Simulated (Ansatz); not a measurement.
## ZnCr2: relaxing a made-up structure

This structure for ZnCr2 is made up. Its elements were placed in a known structure type with a cell scaled to their sizes. What cell does the guess relax to, and how far off was it?

Calculated with Ansatz 0.2.0; DFT, PBE, plane-wave PAW, files of the set soft_1, scalar-relativistic, ferromagnetic start, cell and ions relaxed at zero pressure; PAW set soft_1.

## 1. The structure

The structure is tetragonal, space group I4/mcm (No. 140). The conventional cell has a = 5.768 Å, b = 5.768 Å, c = 4.670 Å, α = 90.00°, β = 90.00°, γ = 90.00°. Nearest to Zn lie 2 Zn at 2.33 Å and 8 Cr at 2.47 Å. Nearest to Cr lie 4 Zn at 2.47 Å and 1 Cr at 2.59 Å. Farther neighbours are not listed.

## 2. Relaxation of the guess

The guess takes its coordinates from another compound and its volume from a rule, so the cell and any free coordinates are relaxed together.

input.yaml reads:

```yaml
crystal:
  lattice:
    - [-2.884, 2.884, 2.335]
    - [2.884, -2.884, 2.335]
    - [2.884, 2.884, -2.335]
  atoms:
    - { symbol: Zn, position: [0.75, 0.75, 0.0] }
    - { symbol: Zn, position: [0.25, 0.25, 0.0] }
    - { symbol: Cr, position: [0.8415, 0.6585, 0.5], spin: 3.0 }
    - { symbol: Cr, position: [0.3415, 0.8415, 0.183], spin: 3.0 }
    - { symbol: Cr, position: [0.1585, 0.3415, 0.5], spin: 3.0 }
    - { symbol: Cr, position: [0.6585, 0.1585, 0.817], spin: 3.0 }
magnetization:
  spin_polarized: true
kpoints:
  mp_grid: { grid: [7, 7, 7] }
scf:
  occupations: { method: fermi_dirac, width: 0.05 }
hamiltonian:
  xc: pbe
  pseudopotentials: { kind: paw, azcp: { folder: soft_1 } }
relax:
  f_tol: 0.015
  max_steps: 70
  cell: {}
output:
  forces: true
  stress: true
```

Launch:

```console
$ ansatz run input.yaml --threads 4 --pin off --max-ram 10240MiB --backend cpu --events-out ev --progress --plain --runs-dir out
```

Numbers of over 12 decimals in the logs are rounded to 6 here.

Output:

```text
Engine: ansatz 0.2.0, x86_64-unknown-linux-gnu
Pseudopotentials: kind: paw
Pseudopotential: Zn, paw, valence charge 12, recommended cutoff 420 eV (normal), soft_1/Zn.paw.azcp
Pseudopotential: Cr, paw, valence charge 14, recommended cutoff 420 eV (normal), soft_1/Cr.paw.azcp
Functional definition: PBE
  parameter kappa = 0.804
  parameter beta = 0.066725
  exchange = pbe_x(kappa = kappa, mu = beta*pi^2/3)
  correlation = pbe_c(beta = beta)
Crystal: 6 atoms, lattice volume = 77.685 Å³
Basis set: ecut = 420 eV, 1535 PW (Γ), exchange–correlation on 64×64×64 points (8 copies of the dense FFT grid, shifted against one another)
Bands: 56, of which v1, the nominal top of the filled ones, is band 40 counted from 1 (39 counted from 0)
Symmetry: 16 space group operations
Space group: I4/mcm (ITA 140), of the structure as read, at distance tolerance 4.3e-5 Å
Magnetic group: BNS 140.541 (UNI 1201), of the structure as read, at distance tolerance 4.3e-5 Å
k-points: 40 of 343
Non-local potential: Zn, projectors of the file, l = 0: 2, l = 1: 2, l = 2: 3, l = 3: 1
Non-local potential: Cr, projectors of the file, l = 0: 3, l = 1: 2, l = 2: 3, l = 3: 1
PAW form: soft (Blöchl's): semilocal exchange-correlation on the pseudo side does not see the compensation charge
PAW one-centre angular grid: Zn, 590 points (default); XC on 64 Gauss nodes
PAW one-centre angular grid: Cr, 590 points (default); XC on 64 Gauss nodes
Initial density: superposition of atomic densities (chi_scale 0.1, normalization cell)
Starting moments: Σ|m| = 12 μB on 4 of 6 sites
Initial wavefunctions: pseudopotential atomic-orbital guess
Functional: x = pbe(κ = 0.804, μ = 0.219515), c = pbe(β = 0.066725)
SCF iter   1: F=—  HF=-20147.178728 eV  |F-HF|=—  |Δ(HF+E_count)|=         —  Δρ=1.23e-1 (↑1.23e-1 ↓5.69e-2)  dr2=1.79e1  dr2_m=1.86e0  M=8.166 μB ∫|m|=8.322 μB  β_m=0.30  ethr=3.10e-3  ⟨swp⟩=5.6  Hψ=16703  notcnv=0  defer=6
Mixer restart at iter 1: flushing history
preconditioner: auto → Kerker (q_TF=auto, 2.742 Å⁻¹)  [metal: Δε(μ)=0.005 eV  Ē_g=8.222 eV  σ=0.050 eV  W_gap=0.03  n_scr=18 (ndim 8)  ℏωp=29.2 eV  f_vac=0.000  D(μ)=8.72/eV (n_scr^D=122)]
spin=Collinear: Kerker preconditioning applied to the charge; magnetization (m = ρ↑ − ρ↓) channel mixes plain (no charge-response kernel on spin).
SCF iter   2: F=—  HF=-20144.731444 eV  |F-HF|=—  |Δ(HF+E_count)|=    2.45e0  Δρ=6.94e-2 (↑6.94e-2 ↓3.11e-2)  dr2=5.73e0  dr2_m=7.63e-1  M=8.007 μB ∫|m|=8.191 μB  β_m=0.46  ethr=3.10e-3  ⟨swp⟩=2.3  Hψ=8909  notcnv=0  defer=300
SCF iter   3: F=—  HF=-20144.177285 eV  |F-HF|=—  |Δ(HF+E_count)|=   5.54e-1  Δρ=2.41e-2 (↑2.41e-2 ↓2.12e-2)  dr2=4.93e-1  dr2_m=2.22e-1  M=7.183 μB ∫|m|=7.455 μB  β_m=0.56  ethr=3.10e-3  ⟨swp⟩=3.0  Hψ=8596  notcnv=0  defer=300
SCF iter   4: F=—  HF=-20144.405993 eV  |F-HF|=—  |Δ(HF+E_count)|=   2.29e-1  Δρ=2.16e-2 (↑2.16e-2 ↓1.78e-2)  dr2=1.11e-1  dr2_m=2.34e-1  M=6.192 μB ∫|m|=6.559 μB  β_m=0.67  ethr=6.16e-4  ⟨swp⟩=2.1  Hψ=8083  notcnv=0  defer=307
SCF iter   5: F=—  HF=-20146.174211 eV  |F-HF|=—  |Δ(HF+E_count)|=         —  Δρ=7.69e-2 (↑7.69e-2 ↓7.25e-2)  dr2=5.57e-2  dr2_m=3.94e0  M=1.925 μB ∫|m|=2.295 μB  β_m=1.00  ethr=1.39e-4  ⟨swp⟩=2.0  Hψ=7393  notcnv=0  defer=307
Mixer restart at iter 5: flushing history
SCF iter   6: F=—  HF=-20145.338762 eV  |F-HF|=—  |Δ(HF+E_count)|=   8.35e-1  Δρ=1.41e-2 (↑6.99e-3 ↓1.41e-2)  dr2=4.05e-2  dr2_m=7.53e-2  M=1.518 μB ∫|m|=1.705 μB  β_m=0.67  ethr=6.25e-5  ⟨swp⟩=2.9  Hψ=9444  notcnv=0  defer=247
SCF iter   7: F=—  HF=-20145.341497 eV  |F-HF|=—  |Δ(HF+E_count)|=   2.73e-3  Δρ=1.16e-2 (↑1.16e-2 ↓8.76e-3)  dr2=1.02e-2  dr2_m=7.18e-2  M=1.197 μB ∫|m|=1.339 μB  β_m=0.84  ethr=5.07e-5  ⟨swp⟩=2.0  Hψ=8667  notcnv=0  defer=284
SCF iter   8: F=—  HF=-20145.341287 eV  |F-HF|=—  |Δ(HF+E_count)|=   2.10e-4  Δρ=7.99e-3 (↑6.41e-3 ↓7.99e-3)  dr2=4.15e-3  dr2_m=3.56e-2  M=0.947 μB ∫|m|=1.051 μB  β_m=0.25  ethr=1.27e-5  ⟨swp⟩=2.0  Hψ=8457  notcnv=0  defer=284
SCF iter   9: F=—  HF=-20145.340773 eV  |F-HF|=—  |Δ(HF+E_count)|=   5.13e-4  Δρ=5.88e-3 (↑4.74e-3 ↓5.88e-3)  dr2=1.82e-3  dr2_m=1.98e-2  M=0.696 μB ∫|m|=0.770 μB  β_m=0.53  ethr=5.18e-6  ⟨swp⟩=2.0  Hψ=6706  notcnv=0  defer=284
SCF iter  10: F=—  HF=-20145.341226 eV  |F-HF|=—  |Δ(HF+E_count)|=   4.52e-4  Δρ=1.13e-3 (↑1.13e-3 ↓1.11e-3)  dr2=7.37e-4  dr2_m=6.59e-4  M=0.089 μB ∫|m|=0.100 μB  β_m=0.80  ethr=2.28e-6  ⟨swp⟩=2.7  Hψ=9004  notcnv=0  defer=263
SCF iter  11: F=—  HF=-20145.341378 eV  |F-HF|=—  |Δ(HF+E_count)|=   1.52e-4  Δρ=4.47e-4 (↑3.36e-4 ↓4.47e-4)  dr2=1.77e-4  dr2_m=7.33e-5  M=0.025 μB ∫|m|=0.033 μB  β_m=0.86  ethr=9.21e-7  ⟨swp⟩=2.0  Hψ=7638  notcnv=0  defer=263
SCF iter  12: F=—  HF=-20145.341362 eV  |F-HF|=—  |Δ(HF+E_count)|=   1.60e-5  Δρ=2.97e-4 (↑2.67e-4 ↓2.97e-4)  dr2=3.92e-6  dr2_m=5.42e-5  M=0.052 μB ∫|m|=0.057 μB  β_m=0.93  ethr=2.21e-7  ⟨swp⟩=2.2  Hψ=6679  notcnv=0  defer=263
SCF iter  13: F=—  HF=-20145.341387 eV  |F-HF|=—  |Δ(HF+E_count)|=   2.49e-5  Δρ=8.59e-5 (↑8.59e-5 ↓7.54e-5)  dr2=6.32e-6  dr2_m=2.21e-6  M=0.013 μB ∫|m|=0.015 μB  β_m=0.96  ethr=4.90e-9  ⟨swp⟩=3.0  Hψ=8402  notcnv=0  defer=263
SCF iter  14: F=—  HF=-20145.341390 eV  |F-HF|=—  |Δ(HF+E_count)|=   3.37e-6  Δρ=5.85e-5 (↑5.85e-5 ↓5.65e-5)  dr2=7.37e-8  dr2_m=2.32e-6  M=0.009 μB ∫|m|=0.010 μB  β_m=0.98  ethr=4.90e-9  ⟨swp⟩=2.0  Hψ=7713  notcnv=0  defer=263
SCF iter  15: F=—  HF=-20145.341391 eV  |F-HF|=—  |Δ(HF+E_count)|=   1.26e-6  Δρ=1.91e-5 (↑1.66e-5 ↓1.91e-5)  dr2=2.09e-7  dr2_m=1.55e-7  M=-0.000 μB ∫|m|=0.001 μB  β_m=0.99  ethr=9.22e-11  ⟨swp⟩=3.0  Hψ=9031  notcnv=0  defer=263
SCF iter  16: F=—  HF=-20145.341391 eV  |F-HF|=—  |Δ(HF+E_count)|=   8.44e-8  Δρ=1.42e-5 (↑1.42e-5 ↓9.23e-6)  dr2=2.57e-8  dr2_m=9.28e-8  M=-0.001 μB ∫|m|=0.001 μB  β_m=1.00  ethr=9.22e-11  ⟨swp⟩=2.0  Hψ=7814  notcnv=0  defer=263
SCF iter  17: F=—  HF=-20145.341391 eV  |F-HF|=—  |Δ(HF+E_count)|=   2.15e-9  Δρ=3.79e-6 (↑3.79e-6 ↓2.61e-6)  dr2=1.54e-8  dr2_m=1.24e-9  M=0.000 μB ∫|m|=0.000 μB  β_m=0.82  ethr=3.21e-11  ⟨swp⟩=2.2  Hψ=7823  notcnv=0  defer=263
SCF iter  18: F=—  HF=-20145.341391 eV  |F-HF|=—  |Δ(HF+E_count)|=   5.40e-9  Δρ=8.65e-7 (↑8.65e-7 ↓7.15e-7)  dr2=4.45e-10  dr2_m=2.74e-10  M=-0.000 μB ∫|m|=0.000 μB  β_m=0.91  ethr=1.92e-11  ⟨swp⟩=2.0  Hψ=7129  notcnv=0  defer=263
SCF iter  19: F=-20145.341391 eV  HF=-20145.341391 eV  |F-HF|=7.28e-12  |Δ(HF+E_count)|=  2.00e-10  Δρ=2.36e-7 (↑2.16e-7 ↓2.36e-7)  dr2=2.04e-11  dr2_m=2.71e-11  M=-0.000 μB ∫|m|=0.000 μB  ethr=1.00e-12  ⟨swp⟩=1.0  Hψ=12207  notcnv=0
[...]
relax step   4: F+E_penalty+E_count = -20146.48798159 eV  Δ(F+E_penalty+E_count) = -1.905e-1 eV  max|allowed force component| = 2.937e-1 eV/Å  Δτ_max = 0.0172 Å  P = -0.632 GPa  Ω = 77.611 Å³  energy of the carried Pulay correction = +4.083e-5 eV  (10 SCF iters, dr2 threshold 6.00e-7 eV, accepted)
[...]
relax step   5: F+E_penalty+E_count = -20146.52495730 eV  Δ(F+E_penalty+E_count) = -3.698e-2 eV  max|allowed force component| = 1.261e-1 eV/Å  Δτ_max = 0.0484 Å  P = -0.359 GPa  Ω = 78.638 Å³  energy of the carried Pulay correction = -5.221e-4 eV  (10 SCF iters, dr2 threshold 6.00e-7 eV, accepted)
[...]
relax step   6: F+E_penalty+E_count = -20146.53423771 eV  Δ(F+E_penalty+E_count) = -9.280e-3 eV  max|allowed force component| = 1.806e-2 eV/Å  Δτ_max = 0.0077 Å  P = -0.291 GPa  Ω = 78.408 Å³  energy of the carried Pulay correction = -3.967e-4 eV  (9 SCF iters, dr2 threshold 6.00e-7 eV, accepted)
[...]
relax step   7: F+E_penalty+E_count = -20146.53550201 eV  Δ(F+E_penalty+E_count) = -1.264e-3 eV  max|allowed force component| = 9.757e-4 eV/Å  Δτ_max = 0.0002 Å  P = +0.056 GPa  Ω = 78.263 Å³  energy of the carried Pulay correction = -3.173e-4 eV  (7 SCF iters, dr2 threshold 6.00e-7 eV, accepted)
[...]
relax step   8: F+E_penalty+E_count = -20146.53551154 eV  Δ(F+E_penalty+E_count) = -9.533e-6 eV  max|allowed force component| = 1.008e-3 eV/Å  Δτ_max = 0.0001 Å  P = -0.030 GPa  Ω = 78.296 Å³  energy of the carried Pulay correction = -3.356e-4 eV  (7 SCF iters, dr2 threshold 7.25e-8 eV, accepted)
Initial wavefunctions: pseudopotential atomic-orbital guess (no wavefunctions were taken with the density)
iter 1 solved again at ethr=3.98e-8 eV; its pass at ethr=3.10e-3 eV (dr2=3.18e-5 eV) is discarded
SCF iter   1: F=—  HF=-20146.535713 eV  |F-HF|=—  |Δ(HF+E_count)|=         —  Δρ=1.30e-4 (↑1.30e-4 ↓1.30e-4)  dr2=1.27e-6  dr2_m=2.29e-11  M=-0.000 μB ∫|m|=0.000 μB  β_m=0.65  ethr=3.98e-8  ⟨swp⟩=3.5  Hψ=29996  notcnv=0
preconditioner: auto → Kerker (q_TF=auto, 2.330 Å⁻¹)  [metal: Δε(μ)=0.025 eV  Ē_g=7.739 eV  σ=0.050 eV  W_gap=0.12  n_scr=16 (ndim 8)  ℏωp=29.1 eV  f_vac=0.000  D(μ)=4.23/eV (n_scr^D=46)]
spin=Collinear: Kerker preconditioning applied to the charge; magnetization (m = ρ↑ − ρ↓) channel mixes plain (no charge-response kernel on spin).
SCF iter   2: F=—  HF=-20146.535826 eV  |F-HF|=—  |Δ(HF+E_count)|=   1.13e-4  Δρ=4.89e-5 (↑4.89e-5 ↓4.89e-5)  dr2=5.03e-7  dr2_m=8.47e-12  M=-0.000 μB ∫|m|=0.000 μB  β_m=0.61  ethr=1.59e-9  ⟨swp⟩=2.0  Hψ=5997  notcnv=0
SCF iter   3: F=—  HF=-20146.535840 eV  |F-HF|=—  |Δ(HF+E_count)|=   1.34e-5  Δρ=1.90e-5 (↑1.90e-5 ↓1.90e-5)  dr2=3.87e-8  dr2_m=4.99e-12  M=-0.000 μB ∫|m|=0.000 μB  β_m=0.59  ethr=6.29e-10  ⟨swp⟩=2.0  Hψ=5461  notcnv=0
SCF iter   4: F=—  HF=-20146.535842 eV  |F-HF|=—  |Δ(HF+E_count)|=   2.57e-6  Δρ=1.39e-6 (↑1.33e-6 ↓1.39e-6)  dr2=9.56e-9  dr2_m=2.33e-12  M=-0.000 μB ∫|m|=0.000 μB  β_m=0.78  ethr=4.84e-11  ⟨swp⟩=2.0  Hψ=6396  notcnv=0
SCF iter   5: F=—  HF=-20146.535842 eV  |F-HF|=—  |Δ(HF+E_count)|=   1.57e-8  Δρ=9.38e-7 (↑9.00e-7 ↓9.38e-7)  dr2=2.49e-9  dr2_m=9.02e-13  M=-0.000 μB ∫|m|=0.000 μB  β_m=0.89  ethr=1.20e-11  ⟨swp⟩=2.0  Hψ=6422  notcnv=0
SCF iter   6: F=—  HF=-20146.535842 eV  |F-HF|=—  |Δ(HF+E_count)|=   4.98e-8  Δρ=6.80e-7 (↑6.78e-7 ↓6.80e-7)  dr2=8.31e-10  dr2_m=1.64e-15  M=-0.000 μB ∫|m|=0.000 μB  β_m=0.74  ethr=3.12e-12  ⟨swp⟩=2.0  Hψ=7796  notcnv=0
SCF iter   7: F=—  HF=-20146.535842 eV  |F-HF|=—  |Δ(HF+E_count)|=  1.53e-10  Δρ=1.76e-7 (↑1.76e-7 ↓1.74e-7)  dr2=4.57e-11  dr2_m=5.18e-15  M=-0.000 μB ∫|m|=0.000 μB  β_m=0.87  ethr=1.04e-12  ⟨swp⟩=2.0  Hψ=7392  notcnv=0
SCF iter   8: F=-20146.535842 eV  HF=-20146.535842 eV  |F-HF|=4.37e-11  |Δ(HF+E_count)|=  5.82e-11  Δρ=1.25e-7 (↑1.25e-7 ↓1.24e-7)  dr2=5.21e-11  dr2_m=4.74e-16  M=-0.000 μB ∫|m|=0.000 μB  ethr=1.00e-12  ⟨swp⟩=3.0  Hψ=13749  notcnv=0
the starting moments were not kept: the SCF closed with an absolute magnetisation of 9.7e-8 μB, where they sum to 12 μB in size (4 sites). That is at most 0.1 of that sum. Measured as dr2_m measures the in/out step, that magnetisation stands 2.3e-15 eV from none, at or under the dr2_threshold of 6.0e-11 eV: it is no larger than a step whose dr2_m would equal this threshold.
SCF 9 converged in 8 iterations: F = -20146.535842 eV  dr2 = 5.21e-11
relax step   9: F+E_penalty+E_count = -20146.53584210 eV  Δ(F+E_penalty+E_count) = -3.306e-4 eV  max|allowed force component| = 1.073e-3 eV/Å  Δτ_max = 0.0000 Å  P = -0.029 GPa  Ω = 78.296 Å³  stress off target by 3.28e-2 GPa  SCF on the basis re-selected at this cell (its energy is not comparable with the rows above)  (8 SCF iters)
basis re-selected at this cell: Δ(F+E_penalty+E_count) = -3.306e-4 eV, ΔP = +0.000 GPa vs the last step (what re-selecting the basis moved, of the pressure what is left beyond the Pulay correction that the steps carried, after the strain that the cell walked since its last selection, with what the two solves' SCF thresholds leave and, on support functions, any second-order correction that the steps lacked; it is no m [...]
SCF converged after 8 iterations
Magnetization: -0.0000 μB (40.0000 up, 40.0000 down)
Absolute magnetization: 0.0000 μB (∫|ρ↑−ρ↓|, with the PAW one-centre terms)
Spin contamination: 0.0000 ħ² per cell (⟨S²⟩ above its minimum at these occupations)
Per-site moments (μB) at R_I (Å): [(4.0149652129821703e-10, 0.964982), (4.014963817900036e-10, 0.964982), (-1.800106802490144e-8, 0.830371), (-1.8001067800592346e-8, 0.830371), (-1.8001068041162088e-8, 0.830371), (-1.8001068330800583e-8, 0.830371)]
Free energy (F): -20146.535842 eV
Harris-Foulkes:  -20146.535842 eV  (|F-HF|=4.37e-11)
Internal energy: -20146.499365 eV  (E = F + TS)
E sigma→0 (E₀):  -20146.517603 eV
Entropy (-TS):   -0.036477 eV (-6.080 meV/atom)
Fermi energy:    15.285032 eV
--- Per-component energies (eV) ---
  E_band       = -584.973142
  E_kinetic    = 1514.180540
  E_local      = -8476.493165  (includes V_loc(G=0)·N_el)
  E_nonlocal   = 1799.943009
  E_hartree    = 3594.319035
  E_xc         = -622.510941
  E_vxc        = -694.850930  (∫ρ·V_xc dr)
  E_paw        = -8667.420469  (= ΣΔE_a)
  E_vpaw       = -1916.392945  (= ΣTr[D̂ρ^β])
  E_aug_tail   = 0.002831  (compensation charges beyond the density's cutoff)
  E_ewald      = -9288.520204
  E_smearing   = -0.036477  (= −TS)
  E_closure    = -0.000000  (closes the sum)
  Σ components = -20146.535842   (vs F -20146.535842, Δ=0.00e0)
--- Forces (eV/Å), atoms counted from 1 ---
  atom   1  Zn    -0.00000000     0.00000000     0.00000000
  atom   2  Zn    -0.00000000    -0.00000000     0.00000000
  atom   3  Cr    -0.00107279     0.00107279     0.00000000
  atom   4  Cr     0.00107279     0.00107279     0.00000000
  atom   5  Cr     0.00107279    -0.00107279     0.00000000
  atom   6  Cr    -0.00107279    -0.00107279     0.00000000
  max |Σ_I F_I| component: 1.04e-17 eV/Å
--- Stress (GPa, compression-positive) ---
       -0.032791       0.000000       0.000000
        0.000000      -0.032791       0.000000
        0.000000      -0.000000      -0.022360
  P = ⅓ Tr σ = -0.0293 GPa (-0.293 kbar)
--- Relaxed structure (8 steps of the walk, 8 accepted, 1 SCFs on fresh bases) ---
  F+E_penalty+E_count = -20146.53584210 eV   max|allowed force component| = 1.073e-3 eV/Å   (the final SCF, on the basis selected at the relaxed cell)
  cell:  # Å, volume = 78.2960 Å³
    - [-2.892625, 2.892625, 2.339350]
    - [2.892625, -2.892625, 2.339350]
    - [2.892625, 2.892625, -2.339350]
  atoms:
    - { symbol: Zn, position: [0.75, 0.75, 3.265952279288427e-19] }
    - { symbol: Zn, position: [0.25, 0.25, 3.265952279288429e-19] }
    - { symbol: Cr, position: [0.876979, 0.623021, 0.500000] }
    - { symbol: Cr, position: [0.376979, 0.876979, 0.253957] }
    - { symbol: Cr, position: [0.123021, 0.376979, 0.500000] }
    - { symbol: Cr, position: [0.623021, 0.123021, 0.746043] }
```

Elapsed: 50 s, on 4 threads of Intel Xeon Platinum 8375C at 2.90GHz (Ice Lake), shared host; peak memory 0.74 GiB.

Step by step:

```csv
step,energy less that of the first step (eV),largest force component (eV/Å),pressure (GPa),volume (Å³)
1,0.0000,0.7381,-2.07,77.69
2,-0.3774,0.9499,0.44,76.09
3,-0.9561,0.2099,12.49,72.98
4,-1.1466,0.2937,-0.63,77.61
5,-1.1836,0.1261,-0.36,78.64
6,-1.1928,0.0181,-0.29,78.41
7,-1.1941,0.0010,0.06,78.26
8,-1.1941,0.0010,-0.03,78.30
9*,-1.1945,0.0011,-0.03,78.30
```

Relaxation steps marked * repeat the geometry before them on a plane-wave basis chosen anew for their cell, so energy and pressure can jump there.

The run keeps the 16 symmetry operations that it works with, so distortions that break them were not tested.

```
conventional cell, symmetrised  before  after  change
                         a (Å)   5.768  5.785  +0.3 %
                         b (Å)   5.768  5.785  +0.3 %
                         c (Å)   4.670  4.679  +0.2 %
              volume (Å³/atom)   12.95  13.05  +0.8 %
```

The atoms that moved most (Å, as changes of fractional coordinates times the final cell):

```
atom      dx      dy     dz  length
 Cr4   0.205   0.205  0.000   0.290
 Cr5   0.205  -0.205  0.000   0.290
 Cr3  -0.205   0.205  0.000   0.290
 Cr6  -0.205  -0.205  0.000   0.290
```

Final coordinates:

```cif
data_structure
_symmetry_space_group_name_H-M 'P 1'
_symmetry_Int_Tables_number 1
_cell_length_a 4.7124
_cell_length_b 4.7124
_cell_length_c 4.7124
_cell_angle_alpha 104.267
_cell_angle_beta 104.267
_cell_angle_gamma 120.473
_cell_volume 78.30
loop_
_atom_site_label
_atom_site_type_symbol
_atom_site_fract_x
_atom_site_fract_y
_atom_site_fract_z
_atom_site_occupancy
Zn1 Zn 0.75000 0.75000 0.00000 1
Zn2 Zn 0.25000 0.25000 0.00000 1
Cr3 Cr 0.87698 0.62302 0.50000 1
Cr4 Cr 0.37698 0.87698 0.25396 1
Cr5 Cr 0.12302 0.37698 0.50000 1
Cr6 Cr 0.62302 0.12302 0.74604 1
```

Numbers from this step:

```
free energy             : -20146.5358 eV
energy at zero smearing : -20146.5176 eV
smearing term TS        : 0.03648 eV
Fermi energy            : 15.29 eV
electrons               : 80
symmetry operations     : 16
pressure                : -0.02931 GPa
```

The shortest distance of each pair, which need not be the same contact before and after:

| pair | guess (Å) | relaxed (Å) |
| --- | --- | --- |
| Cr–Cr | 2.586 | 2.013 |
| Zn–Zn | 2.335 | 2.339 |
| Cr–Zn | 2.466 | 2.575 |

The relaxation ends with a largest force component of 0.0011 eV/Å and a pressure of -0.03 GPa. The starting moments have collapsed: the run ends non-magnetic.

## 3. Results

- space group, relaxed: I4/mcm
- conventional cell: a = 5.785, b = 5.785, c = 4.679 Å; α = 90.0°, β = 90.0°, γ = 90.0°
- volume per atom: 13.05 Å³ (guess 12.95)
- total moment: 0.00 μB in the cell of 6 atoms

**Reading.** ZnCr2 relaxes to I4/mcm with a = 5.785, b = 5.785 and c = 4.679 Å. The guessed volume was near the relaxed one. The space group I4/mcm was held in the relaxation, so the end point is a stationary structure within it and may be a saddle against distortions or other arrangements. The moments died out from this one start and weren't seeded again at the relaxed cell. Mesh and cutoff weren't tested. No dispersion term is used, so weakly bound directions may come out too long. Nothing here tests whether the compound is stable against decomposition.

[Logs are printed without paths, hosts, clocks, repeated set-up lines and the standing remarks that a program may print on its own settings, such as how far it seeks lower states.]

[Hosts, paths, dates, database ids (printed as entryN), source tags and the programs' standing remarks are cut or masked in the printed files.]
